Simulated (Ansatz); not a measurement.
# Vibrations of species on Ta(110), part 2 of 2

Aim: bond lengths and vibrational modes of species bound on Ta(110).

Ansatz 0.2.0; DFT PBE, scalar-relativistic, plane waves, PAW; PAW set soft_1.

So far. Step 5 (Relaxation in the fixed cell: N at the threefold hollow …): The largest force component left on a free atom is 1.4 meV/Å. Step 6 (Force constants among chosen sites: N at the threefold …): The highest mode of the block lies at 603.9 cm⁻¹; the acoustic sum rule moved it by 0.0 cm⁻¹.

### Step 7. Relaxation in the fixed cell: N at the threefold hollow site, 0.25 monolayer (continued)

The steps of the relaxation:

| step | energy less that of the first step (eV) | largest force component (eV/Å) |
| --- | --- | --- |
| 1 | 0.0000 | 3.9552 |
| 2 | -0.7701 | 1.3322 |
| 3 | -0.9356 | 0.3851 |
| 4 | -0.9542 | 0.1788 |
| 5 | -0.9629 | 0.1523 |
| 6 | -0.9652 | 0.0870 |
| 7 | -0.9663 | 0.0223 |
| 8 | -0.9663 | 0.0051 |
| 9 | -0.9663 | 0.0016 |

Forces are held to the 2 operations that the run works with; a distortion that breaks them can't arise in this run.

The atoms that moved most (Å):

| atom | dx | dy | dz | length |
| --- | --- | --- | --- | --- |
| N17 | 0.000 | 0.232 | -0.372 | 0.438 |
| Ta15 | 0.000 | 0.218 | 0.014 | 0.219 |
| Ta16 | 0.000 | 0.040 | -0.187 | 0.191 |
| Ta13 | 0.082 | 0.107 | -0.037 | 0.140 |
| Ta14 | -0.082 | 0.107 | -0.037 | 0.140 |
| Ta12 | 0.000 | 0.014 | -0.069 | 0.070 |
| Ta9 | 0.014 | 0.025 | 0.001 | 0.028 |
| Ta10 | -0.014 | 0.025 | 0.001 | 0.028 |

The relaxed structure:

```
Ta N
1.0
     6.63985    0.00000    0.00000
     3.31993    4.69509    0.00000
     0.00000    0.00000   40.58324
Ta N
16 1
Direct
  0.75000 0.50000 0.18536
  0.25000 0.50000 0.18536
  0.75000 0.00000 0.18536
  0.25000 0.00000 0.18536
  0.00000 0.00000 0.24320
  0.50000 0.00000 0.24320
  0.00000 0.50000 0.24320
  0.50000 0.50000 0.24320
  0.74945 0.50529 0.30107
  0.24526 0.50529 0.30107
  0.74758 0.00485 0.30125
  0.24848 0.00304 0.29936
  0.00100 0.02285 0.35797
  0.47615 0.02285 0.35797
  0.97677 0.54646 0.35924
  0.49570 0.50860 0.35430
  0.16279 0.17443 0.38297
```

The largest force component left on a free atom is 1.6 meV/Å.

### Step 8. Modes of the chosen sites: N at the threefold hollow site, 0.25 monolayer

Only 4 sites are displaced (3 Ta and 1 N), with their periodic images, and all others stay at rest. This gives the modes that are localised on these sites for less work than the whole matrix.

input.yaml reads:

```yaml
crystal:
  lattice:
    - [6.6398538852, 0.0, 0.0]
    - [3.3199269426, 4.6950888262, 0.0]
    - [0.0, 0.0, 40.5832434156]
  atoms:
    - { symbol: Ta, position: [0.75, 0.5, 0.1853597084] }
    - { symbol: Ta, position: [0.25, 0.5, 0.1853597084] }
    - { symbol: Ta, position: [0.75, 0.0, 0.1853597084] }
    - { symbol: Ta, position: [0.25, 0.0, 0.1853597084] }
    - { symbol: Ta, position: [0.0, 0.0, 0.2432044898] }
    - { symbol: Ta, position: [0.5, 0.0, 0.2432044898] }
    - { symbol: Ta, position: [1.0, 0.5, 0.2432044898] }
    - { symbol: Ta, position: [0.5, 0.5, 0.2432044898] }
    - { symbol: Ta, position: [0.7494501418, 0.5052904793, 0.3010652521] }
    - { symbol: Ta, position: [0.2452593788, 0.5052904793, 0.3010652521] }
    - { symbol: Ta, position: [0.7475766802, 0.0048466397, 0.3012467822] }
    - { symbol: Ta, position: [0.2484813056, 0.0030373887, 0.2993608946] }
    - { symbol: Ta, position: [0.0009954131, 0.0228526338, 0.3579730604] }
    - { symbol: Ta, position: [0.4761519532, 0.0228526338, 0.3579730604] }
    - { symbol: Ta, position: [0.9767706389, 0.5464587223, 0.359243447] }
    - { symbol: Ta, position: [0.4956976612, 0.5086046777, 0.354298828] }
    - { symbol: "N", position: [0.1627851014, 0.1744297972, 0.3829736034] }
  periodic: [true, true, false]
kpoints:
  mp_grid: { grid: [6, 6, 1] }
hamiltonian:
  xc: pbe
  pseudopotentials: { kind: paw, azcp: { folder: soft_1 } }
scf:
  occupations: { method: methfessel_paxton, width: 0.15 }
output:
  eigenvalues: true
phonons:
  method: fd
  supercell: [1, 1, 1]
  displaced_sites: [12, 13, 14, 16]
  rigid_motions: translations
```

Started as:

```sh
ansatz run input.yaml --threads 8 --pin off --max-ram 20480MiB --backend cpu --events-out ev --progress --plain --runs-dir out
```

It took 20 min on 8 threads of Arm Neoverse N1, shared host; peak memory 6.8 GiB; 2.7 h of CPU time.

The other atoms of the cell are at rest; shares are of the kinetic energy, a minus sign marks an imaginary mode, and where like sites share a mode the one named is one choice of several. Modes of the displaced sites:

| mode | frequency (cm⁻¹) | share of Ta (%) | share of N (%) | site with the largest share | its share (%) |
| --- | --- | --- | --- | --- | --- |
| 1 | 53.8 | 96 | 4 | Ta15 | 46 |
| 2 | 63.9 | 99 | 1 | Ta15 | 59 |
| 3 | 90.0 | 98 | 2 | Ta13 | 43 |
| 4 | 99.8 | 99 | 1 | Ta15 | 86 |
| 5 | 105.6 | 99 | 1 | Ta14 | 50 |
| 6 | 112.2 | 100 | 0 | Ta13 | 49 |
| 7 | 112.6 | 100 | 0 | Ta14 | 48 |
| 8 | 169.0 | 98 | 2 | Ta15 | 36 |
| 9 | 179.7 | 96 | 4 | Ta15 | 50 |
| 10 | 489.9 | 5 | 95 | N17 | 95 |
| 11 | 494.3 | 4 | 96 | N17 | 96 |
| 12 | 561.5 | 7 | 93 | N17 | 93 |

The same force constants with another mass on the added atoms, against the natural mean mass; listed are the real modes with at least half of their motion on these atoms, followed through small steps of mass, less those that pass through avoided crossings, where the squared overlap of new and old mass-weighted patterns is under 0.8. Modes after a change of mass:

| substitution | mode | frequency (cm⁻¹) | after (cm⁻¹) | ratio |
| --- | --- | --- | --- | --- |
| 15N | 10 | 489.9 | 474.3 | 1.033 |
| 15N | 11 | 494.3 | 478.4 | 1.033 |
| 15N | 12 | 561.5 | 543.9 | 1.032 |

The highest mode of the block lies at 561.5 cm⁻¹; the acoustic sum rule moved it by 0.0 cm⁻¹.

### Step 9. The series together

The members are set side by side.

The anchoring bond is the shortest distance from the first added atom to the slab, and like atoms elsewhere in the cell can differ; degenerate modes stand as often as they occur. The species side by side:

| species | coverage (monolayer) | anchoring bond | its length (Å) | highest level (cm⁻¹) | second (cm⁻¹) | third (cm⁻¹) |
| --- | --- | --- | --- | --- | --- | --- |
| N at the threefold hollow site | 1 | N-Ta | 1.966 | 615 | 527.8 | 487.4 |
| N at the threefold hollow site | 0.5 | N-Ta | 1.971 | 603.9 | 527.9 | 466.6 |
| N at the threefold hollow site | 0.25 | N-Ta | 1.995 | 561.5 | 494.3 | 489.9 |

### Step 10. Outcome

```yaml
highest_mode_of_the_block_of_2_sites_n_at_the_threefold_hollow_site_1_monolayer: 615.0 cm⁻¹
highest_mode_of_the_block_of_3_sites_n_at_the_threefold_hollow_site_0p5_monolayer: 603.9 cm⁻¹
highest_mode_of_the_block_of_4_sites_n_at_the_threefold_hollow_site_0p25_monolayer: 561.5 cm⁻¹
```

In words: With N at the threefold hollow site, 1 monolayer the highest mode of the block lies at 615 cm⁻¹, 93 % on N. With N at the threefold hollow site, 0.5 monolayer the highest mode of the block lies at 604 cm⁻¹, 93 % on N. With N at the threefold hollow site, 0.25 monolayer the highest mode of the block lies at 562 cm⁻¹, 93 % on N. With all atoms beyond the displaced ones at rest, modes that spread into the slab are only rough; stretches of light atoms, well above the modes of the substrate atoms, are the least affected. Periodic images of the cell move in phase at the zone centre, so coupling to the images is part of these frequencies. These are harmonic frequencies at zero temperature: anharmonic shifts, linewidths and thermal expansion are left out. Spin-orbit coupling is left out, which can matter for the heavy elements here. The runs are without spin polarisation, although the cell has an odd electron count.

[Logs are printed without paths, hosts, clocks, repeated set-up lines and the standing remarks that a program may print on its own settings, such as how far it seeks lower states.]

[Hosts, paths, dates, database ids (printed as entryN), source tags and the programs' standing remarks are cut or masked in the printed files.]
